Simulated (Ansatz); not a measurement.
**Work function of Ca(110): what the settings cost and change**

Aim: the work function of Ca(110) against thickness and vacuum, with the cost.

Method: plane-wave DFT, PBE, Ansatz PAW, in Ansatz 0.2.0.

Report form: the programs' logs are mostly left out.

### Step 1. Set-up

The cell holds 1 atom: 1 Ca. Its edges and angles: a = 5.580 Å, b = 3.946 Å, c = 18.000 Å, α = 90.0°, β = 90.0°, γ = 90.0°. Vacuum lies along c.

### Step 2. Slab, setting 1 layer

A work function rests on the faint tail of the density, so the SCF threshold is tight. The slab grows from one layer, at fixed mesh and 18 Å of vacuum; then the vacuum is varied on one slab.

Contents of input.yaml:

```yaml
crystal:
  lattice:
    - [5.58, 0.0, 0.0]
    - [0.0, 3.945655839, 0.0]
    - [0.0, 0.0, 18.0]
  atoms:
    - { symbol: Ca, position: [0.5, 0.5, 0.5] }
kpoints:
  mp_grid: { grid: [8, 10, 1] }
hamiltonian:
  xc: pbe
scf:
  occupations: { method: fermi_dirac, width: 0.1 }
  convergence: { dr2_threshold: 1.0e-09 }
efield:
  axis: 3
  dipole_correction: true
  ramp_position: 0.97
  ramp_width: 0.06
output:
  write_potential: true
  write_density: true
  volumetric_format: npy
  elf: true
```

The run is started by

```sh
$ ansatz run input.yaml --threads 2 --pin off --max-ram 3072MiB --backend cpu --events-out ev --progress --plain --runs-dir out
```

The job ended after 18 s (2 threads of Arm Neoverse N1, shared host; peak memory 0.49 GiB).

This step gave:

* energy at zero smearing: -1815.4285 eV
* work function, upper face: 2.635 eV

Running mean over 1.973 Å of the planar mean; the ramp of the sawtooth is left out. Table of electron's electrostatic potential energy less the Fermi level by z:

z (Å), electron's electrostatic potential energy less the Fermi level (eV) and a bar from the least value:
```
     2.88       2.63 ##############################
     3.17       2.63 ##############################
     3.60       2.63 ##############################
     3.89       2.63 ##############################
     4.18       2.63 ##############################
     4.46       2.63 ##############################
     4.90       2.62 ##############################
     5.18       2.61 ##############################
     5.47       2.60 ##############################
     5.90       2.55 ##############################
     6.19       2.48 #############################
     6.48       2.37 #############################
     6.91       2.07 ###########################
     7.20       1.70 #########################
     7.49       1.09 #####################
     7.78       0.19 ################
     8.21      -1.43 #######
     8.50      -2.29 ###
     8.78      -2.76 
     9.22      -2.76 
     9.50      -2.29 ###
     9.79      -1.43 #######
    10.22       0.19 ################
    10.51       1.09 #####################
    10.80       1.70 #########################
    11.09       2.07 ###########################
    11.52       2.37 #############################
    11.81       2.48 #############################
    12.10       2.55 ##############################
    12.53       2.60 ##############################
    12.82       2.61 ##############################
    13.10       2.62 ##############################
    13.54       2.63 ##############################
    13.82       2.63 ##############################
    14.11       2.63 ##############################
    14.40       2.63 ##############################
    14.83       2.63 ##############################
    15.12       2.63 ##############################
```

Valence density in the ca plane at fractional y = 0.500, with atoms of Ca within 0.2 Å of it. It is the smooth field of the valence electrons, not physical close to the nuclei.

Ten steps, logarithmic in the rise over the least value, from '0' (0.0 e/Å³) to '9' (6.4 e/Å³), each cell a mean:
```
00000000000000000000000000000000000000000000
00000000000000000000000000000000000000000000
00000000000000000000000000000000000000000000
00000000000000000000122110000000000000000000
00000000000000000001366520000000000000000000
00000000000000000002699841000000000000000000
00000000000000000002799851000000000000000000
00000000000000000002588731000000000000000000
00000000000000000001244310000000000000000000
00000000000000000000011100000000000000000000
00000000000000000000000000000000000000000000
00000000000000000000000000000000000000000000
00000000000000000000000000000000000000000000
```
Columns run along c (18.0 Å), rows up along a (5.6 Å). Atoms in or near the plane, at fractional coordinates: Ca at (0.50, 0.50).

ELF in the ca plane at fractional y = 0.500, with atoms of Ca within 0.2 Å of it. It is the smooth field of the valence electrons, not physical close to the nuclei.

Ten even steps from '0' (0.00) to '9' (0.86), each cell a mean:
```
00000000000000000123445432100000000000000000
00000000000000001234444444210000000000000000
00000000000000002343211123321000000000000000
00000000000000013421012101332100000000000000
00000000000000023310488620243100000000000000
00000000000000124202899950133100000000000000
00000000000000124203999960133100000000000000
00000000000000123301799940143100000000000000
00000000000000013310255301342100000000000000
00000000000000012332000012431000000000000000
00000000000000001244332344321000000000000000
00000000000000000124455543210000000000000000
00000000000000000123344432100000000000000000
```
Columns run along c (18.0 Å), rows up along a (5.6 Å). Atoms in or near the plane, at fractional coordinates: Ca at (0.50, 0.50).

Electrostatic potential energy in the ca plane at fractional y = 0.500, with atoms of Ca within 0.2 Å of it. With pseudopotentials it is smooth inside the atoms' cores, unlike the true potential.

Values in eV, 7 rows by 16 columns, each cell a mean:
```
  1   1   1   1   1   1   1   0   0   1   1   1   1   1   1   1
  1   1   1   1   1   1   0  -3  -4   0   1   1   1   1   1   1
  1   1   1   1   1   1  -2 -12 -13  -3   0   1   1   1   1   1
  1   1   1   1   1   0  -3 -14 -15  -5   0   1   1   1   1   1
  1   1   1   1   1   1  -1 -10 -11  -2   0   1   1   1   1   1
  1   1   1   1   1   1   0  -2  -2   0   1   1   1   1   1   1
  1   1   1   1   1   1   1   1   1   1   1   1   1   1   1   1
```
Columns run along c (18.0 Å; values clipped at the 3rd and 97th percentile), rows up along a (5.6 Å). Atoms in or near the plane, at fractional coordinates: Ca at (0.50, 0.50).

The work function is 2.635 eV.

### Step 3. Run, 2 atoms

System of this step: Ca(110). The cell holds 2 atoms: 2 Ca. Its edges and angles: a = 5.580 Å, b = 3.946 Å, c = 19.973 Å, α = 90.0°, β = 90.0°, γ = 90.0°. Vacuum lies along c.

input.yaml, the sections that differ from step 2:

```yaml
crystal:
  lattice:
    - [5.58, 0.0, 0.0]
    - [0.0, 3.945655839, 0.0]
    - [0.0, 0.0, 19.9728279195]
  atoms:
    - { symbol: Ca, position: [0.5, 0.5, 0.4506122036] }
    - { symbol: Ca, position: [0.0, 0.0, 0.5493877964] }
output:
  write_potential: true
  write_density: true
  volumetric_format: npy
# kpoints, hamiltonian, scf, efield: as in step 2
```

Run time: 37 s. Hardware: 2 threads; peak memory 0.62 GiB.

The work function is 2.821 eV, +0.186 eV from the run “1 layer”, at 2.0 times its CPU time.

### Step 4. Slab, 3 atoms

System of this step: Ca(110). The cell holds 3 atoms: 3 Ca. Cell: a = 5.580 Å, b = 3.946 Å, c = 21.946 Å, α = 90.0°, β = 90.0°, γ = 90.0°. Vacuum lies along c.

input.yaml, the sections that differ from step 3:

```yaml
crystal:
  lattice:
    - [5.58, 0.0, 0.0]
    - [0.0, 3.945655839, 0.0]
    - [0.0, 0.0, 21.945655839]
  atoms:
    - { symbol: Ca, position: [0.0, 0.0, 0.4101039434] }
    - { symbol: Ca, position: [0.5, 0.5, 0.5] }
    - { symbol: Ca, position: [0.0, 0.0, 0.5898960566] }
# kpoints, hamiltonian, scf, efield, output: as in step 3
```

Elapsed: 40 s, on 2 threads; peak memory 0.66 GiB.

The work function is 2.804 eV, -0.017 eV from the run “2 layers”, at 1.1 times its CPU time.

### Step 5. Slab, 4 atoms

System of this step: Ca(110). The cell holds 4 atoms: 4 Ca. Its edges and angles: a = 5.580 Å, b = 3.946 Å, c = 23.918 Å, α = 90.0°, β = 90.0°, γ = 90.0°. Vacuum lies along c.

input.yaml, the sections that differ from step 4:

```yaml
crystal:
  lattice:
    - [5.58, 0.0, 0.0]
    - [0.0, 3.945655839, 0.0]
    - [0.0, 0.0, 23.9184837585]
  atoms:
    - { symbol: Ca, position: [0.5, 0.5, 0.3762780321] }
    - { symbol: Ca, position: [0.0, 0.0, 0.458759344] }
    - { symbol: Ca, position: [0.5, 0.5, 0.541240656] }
    - { symbol: Ca, position: [0.0, 0.0, 0.6237219679] }
# kpoints, hamiltonian, scf, efield, output: as in step 4
```

Elapsed: 65 s, on 2 threads; peak memory 0.82 GiB; 1.9 min of CPU time.

The work function is 2.766 eV, -0.037 eV from the run “3 layers”, at 1.7 times its CPU time.

### Step 6. Run, 5 atoms

System of this step: Ca(110). The cell holds 5 atoms: 5 Ca. Cell: a = 5.580 Å, b = 3.946 Å, c = 25.891 Å, α = 90.0°, β = 90.0°, γ = 90.0°. Vacuum lies along c.

input.yaml, the sections that differ from step 5:

```yaml
crystal:
  lattice:
    - [5.58, 0.0, 0.0]
    - [0.0, 3.945655839, 0.0]
    - [0.0, 0.0, 25.891311678]
  atoms:
    - { symbol: Ca, position: [0.0, 0.0, 0.3476069545] }
    - { symbol: Ca, position: [0.5, 0.5, 0.4238034772] }
    - { symbol: Ca, position: [0.0, 0.0, 0.5] }
    - { symbol: Ca, position: [0.5, 0.5, 0.5761965228] }
    - { symbol: Ca, position: [0.0, 0.0, 0.6523930455] }
# kpoints, hamiltonian, scf, efield, output: as in step 5
```

Run time: 95 s. Hardware: 2 threads; peak memory 0.98 GiB.

The work function is 2.821 eV, +0.055 eV from the run “4 layers”, at 1.5 times its CPU time.

### Step 7. Slab, 6 atoms

System of this step: Ca(110). The cell holds 6 atoms: 6 Ca. Cell: a = 5.580 Å, b = 3.946 Å, c = 27.864 Å, α = 90.0°, β = 90.0°, γ = 90.0°. Vacuum lies along c.

input.yaml, the sections that differ from step 6:

```yaml
crystal:
  lattice:
    - [5.58, 0.0, 0.0]
    - [0.0, 3.945655839, 0.0]
    - [0.0, 0.0, 27.8641395976]
  atoms:
    - { symbol: Ca, position: [0.5, 0.5, 0.3229957978] }
    - { symbol: Ca, position: [0.0, 0.0, 0.3937974787] }
    - { symbol: Ca, position: [0.5, 0.5, 0.4645991596] }
    - { symbol: Ca, position: [0.0, 0.0, 0.5354008404] }
    - { symbol: Ca, position: [0.5, 0.5, 0.6062025213] }
    - { symbol: Ca, position: [0.0, 0.0, 0.6770042022] }
# kpoints, hamiltonian, scf, efield, output: as in step 6
```

Elapsed: 2.1 min, on 2 threads; peak memory 1.1 GiB; 3.7 min of CPU time.

The work function is 2.815 eV, -0.006 eV from the run “5 layers”, at 1.3 times its CPU time.

### Step 8. Slab, 8 atoms

System of this step: Ca(110). The cell holds 8 atoms: 8 Ca. Cell: a = 5.580 Å, b = 3.946 Å, c = 31.810 Å, α = 90.0°, β = 90.0°, γ = 90.0°. Vacuum lies along c.

input.yaml, the sections that differ from step 7:

```yaml
crystal:
  lattice:
    - [5.58, 0.0, 0.0]
    - [0.0, 3.945655839, 0.0]
    - [0.0, 0.0, 31.8097954366]
  atoms:
    - { symbol: Ca, position: [0.5, 0.5, 0.2829317157] }
    - { symbol: Ca, position: [0.0, 0.0, 0.3449512255] }
    - { symbol: Ca, position: [0.5, 0.5, 0.4069707353] }
    - { symbol: Ca, position: [0.0, 0.0, 0.4689902451] }
    - { symbol: Ca, position: [0.5, 0.5, 0.5310097549] }
    - { symbol: Ca, position: [0.0, 0.0, 0.5930292647] }
    - { symbol: Ca, position: [0.5, 0.5, 0.6550487745] }
    - { symbol: Ca, position: [0.0, 0.0, 0.7170682843] }
# kpoints, hamiltonian, scf, efield, output: as in step 7
```

It took 3.4 min on 2 threads; peak memory 1.5 GiB.

The work function is 2.814 eV, -0.001 eV from the run “6 layers”, at 1.7 times its CPU time.

### Step 9. Run, 10 atoms

System of this step: Ca(110). The cell holds 10 atoms: 10 Ca. Cell: a = 5.580 Å, b = 3.946 Å, c = 35.755 Å, α = 90.0°, β = 90.0°, γ = 90.0°. Vacuum lies along c.

input.yaml, the sections that differ from step 8:

```yaml
crystal:
  lattice:
    - [5.58, 0.0, 0.0]
    - [0.0, 3.945655839, 0.0]
    - [0.0, 0.0, 35.7554512756]
  atoms:
    - { symbol: Ca, position: [0.5, 0.5, 0.2517098702] }
    - { symbol: Ca, position: [0.0, 0.0, 0.3068854546] }
    - { symbol: Ca, position: [0.5, 0.5, 0.362061039] }
    - { symbol: Ca, position: [0.0, 0.0, 0.4172366234] }
    - { symbol: Ca, position: [0.5, 0.5, 0.4724122078] }
    - { symbol: Ca, position: [0.0, 0.0, 0.5275877922] }
    - { symbol: Ca, position: [0.5, 0.5, 0.5827633766] }
    - { symbol: Ca, position: [0.0, 0.0, 0.637938961] }
    - { symbol: Ca, position: [0.5, 0.5, 0.6931145454] }
    - { symbol: Ca, position: [0.0, 0.0, 0.7482901298] }
# kpoints, hamiltonian, scf, efield, output: as in step 8
```

It took 5.1 min on 2 threads; peak memory 2 GiB.

The work function is 2.808 eV, -0.005 eV from the run “8 layers”, at 1.5 times its CPU time.

### Step 10. Slab, 13 atoms

System of this step: Ca(110). The cell holds 13 atoms: 13 Ca. Its edges and angles: a = 5.580 Å, b = 3.946 Å, c = 41.674 Å, α = 90.0°, β = 90.0°, γ = 90.0°. Vacuum lies along c.

input.yaml, the sections that differ from step 9:

```yaml
crystal:
  lattice:
    - [5.58, 0.0, 0.0]
    - [0.0, 3.945655839, 0.0]
    - [0.0, 0.0, 41.6739350341]
  atoms:
    - { symbol: Ca, position: [0.0, 0.0, 0.2159623274] }
    - { symbol: Ca, position: [0.5, 0.5, 0.2633019395] }
    - { symbol: Ca, position: [0.0, 0.0, 0.3106415516] }
    - { symbol: Ca, position: [0.5, 0.5, 0.3579811637] }
    - { symbol: Ca, position: [0.0, 0.0, 0.4053207758] }
    - { symbol: Ca, position: [0.5, 0.5, 0.4526603879] }
    - { symbol: Ca, position: [0.0, 0.0, 0.5] }
    - { symbol: Ca, position: [0.5, 0.5, 0.5473396121] }
    - { symbol: Ca, position: [0.0, 0.0, 0.5946792242] }
    - { symbol: Ca, position: [0.5, 0.5, 0.6420188363] }
    - { symbol: Ca, position: [0.0, 0.0, 0.6893584484] }
    - { symbol: Ca, position: [0.5, 0.5, 0.7366980605] }
    - { symbol: Ca, position: [0.0, 0.0, 0.7840376726] }
# kpoints, hamiltonian, scf, efield, output: as in step 9
```

It took 8.7 min on 2 threads; peak memory 2.8 GiB; 16 min of CPU time.

The work function is 2.810 eV, +0.001 eV from the run “10 layers”, at 1.7 times its CPU time.

### Step 11. Slab, 7 atoms

System of this step: Ca(110). The cell holds 7 atoms: 7 Ca. Cell: a = 5.580 Å, b = 3.946 Å, c = 21.837 Å, α = 90.0°, β = 90.0°, γ = 90.0°. Vacuum lies along c.

input.yaml, the sections that differ from step 10:

```yaml
crystal:
  lattice:
    - [5.58, 0.0, 0.0]
    - [0.0, 3.945655839, 0.0]
    - [0.0, 0.0, 21.8369675171]
  atoms:
    - { symbol: Ca, position: [0.0, 0.0, 0.2289695213] }
    - { symbol: Ca, position: [0.5, 0.5, 0.3193130142] }
    - { symbol: Ca, position: [0.0, 0.0, 0.4096565071] }
    - { symbol: Ca, position: [0.5, 0.5, 0.5] }
    - { symbol: Ca, position: [0.0, 0.0, 0.5903434929] }
    - { symbol: Ca, position: [0.5, 0.5, 0.6806869858] }
    - { symbol: Ca, position: [0.0, 0.0, 0.7710304787] }
# kpoints, hamiltonian, scf, efield, output: as in step 10
```

Elapsed: 1.9 min, on 2 threads; peak memory 1 GiB; 3.4 min of CPU time.

The work function is 2.790 eV. The program marks this work function as in doubt.

### Step 12. Run, 7 atoms

The cell differs from the one that the last finished run ended in (c 21.837 → 25.837 Å).

input.yaml, the sections that differ from step 11:

```yaml
crystal:
  lattice:
    - [5.58, 0.0, 0.0]
    - [0.0, 3.945655839, 0.0]
    - [0.0, 0.0, 25.8369675171]
  atoms:
    - { symbol: Ca, position: [0.0, 0.0, 0.2709296281] }
    - { symbol: Ca, position: [0.5, 0.5, 0.3472864187] }
    - { symbol: Ca, position: [0.0, 0.0, 0.4236432094] }
    - { symbol: Ca, position: [0.5, 0.5, 0.5] }
    - { symbol: Ca, position: [0.0, 0.0, 0.5763567906] }
    - { symbol: Ca, position: [0.5, 0.5, 0.6527135813] }
    - { symbol: Ca, position: [0.0, 0.0, 0.7290703719] }
# kpoints, hamiltonian, scf, efield, output: as in step 11
```

Elapsed: 2.2 min, on 2 threads; peak memory 1.2 GiB; 4.1 min of CPU time.

The work function is 2.800 eV, +0.010 eV from the run “7 layers, 10 Å of vacuum”, at 1.2 times its CPU time.

### Step 13. Run, 7 atoms (run 2)

The cell differs from the one that the last finished run ended in (c 25.837 → 37.837 Å).

input.yaml, the sections that differ from step 12:

```yaml
crystal:
  lattice:
    - [5.58, 0.0, 0.0]
    - [0.0, 3.945655839, 0.0]
    - [0.0, 0.0, 37.8369675171]
  atoms:
    - { symbol: Ca, position: [0.0, 0.0, 0.3435793314] }
    - { symbol: Ca, position: [0.5, 0.5, 0.3957195542] }
    - { symbol: Ca, position: [0.0, 0.0, 0.4478597771] }
    - { symbol: Ca, position: [0.5, 0.5, 0.5] }
    - { symbol: Ca, position: [0.0, 0.0, 0.5521402229] }
    - { symbol: Ca, position: [0.5, 0.5, 0.6042804458] }
    - { symbol: Ca, position: [0.0, 0.0, 0.6564206686] }
# kpoints, hamiltonian, scf, efield, output: as in step 12
```

The job ended after 3.2 min (2 threads; peak memory 1.6 GiB; 6.1 min of CPU time).

The work function is 2.800 eV, +0.000 eV from the run “7 layers, 14 Å of vacuum”, at 1.5 times its CPU time.

### Step 14. The series together

Times are for 2 threads of Arm Neoverse N1, shared host. The series side by side:

```tsv
no.	setting	work function, upper face (eV)	time	memory (GiB)
1	1 layer	2.635	18 s	0.49
2	2 layers	2.821	37 s	0.62
3	3 layers	2.804	40 s	0.66
4	4 layers	2.766	65 s	0.82
5	5 layers	2.821	95 s	0.98
6	6 layers	2.815	2.1 min	1.1
7	8 layers	2.814	3.4 min	1.5
8	10 layers	2.808	5.1 min	2.0
9	13 layers	2.810	8.7 min	2.8
10	7 layers, 10 Å of vacuum	2.790	1.9 min	1.0
11	7 layers, 14 Å of vacuum	2.800	2.2 min	1.2
12	7 layers, 26 Å of vacuum	2.800	3.2 min	1.6
```

### Step 15. Outcome

```yaml
work_function_1_layer: 2.635 eV
work_function_5_layers: 2.821 eV
work_function_6_layers: 2.815 eV
work_function_13_layers: 2.810 eV
```

The thickest slab gives 2.81 eV, and the settings tried spread the value from 2.63 to 2.82 eV. At 18 Å of vacuum, the slabs from 2 layers on stay within 0.05 eV of the thickest. Going from 10 to 26 Å of vacuum moves it by 0.010 eV. The program marks the value as in doubt in “7 layers, 10 Å of vacuum”. The ladder's slabs use the tabulated experimental lattice constant (two decimals; a low-temperature value for the alkali metals). In 2 runs of the series (7 layers, 10 Å of vacuum and 7 layers, 14 Å of vacuum) the program warns that electrons reach the sawtooth's ramp, which makes dipole and work function less sure.

[Logs are printed without paths, hosts, clocks, repeated set-up lines and the standing remarks that a program may print on its own settings, such as how far it seeks lower states.]

[Hosts, paths, dates, database ids (printed as entryN), source tags and the programs' standing remarks are cut or masked in the printed files.]

[Maps of the electrostatic potential energy from Ansatz leave out the sawtooth potential of an applied field or a dipole correction, so their vacuum need not be flat; planar profiles and work functions include it.]
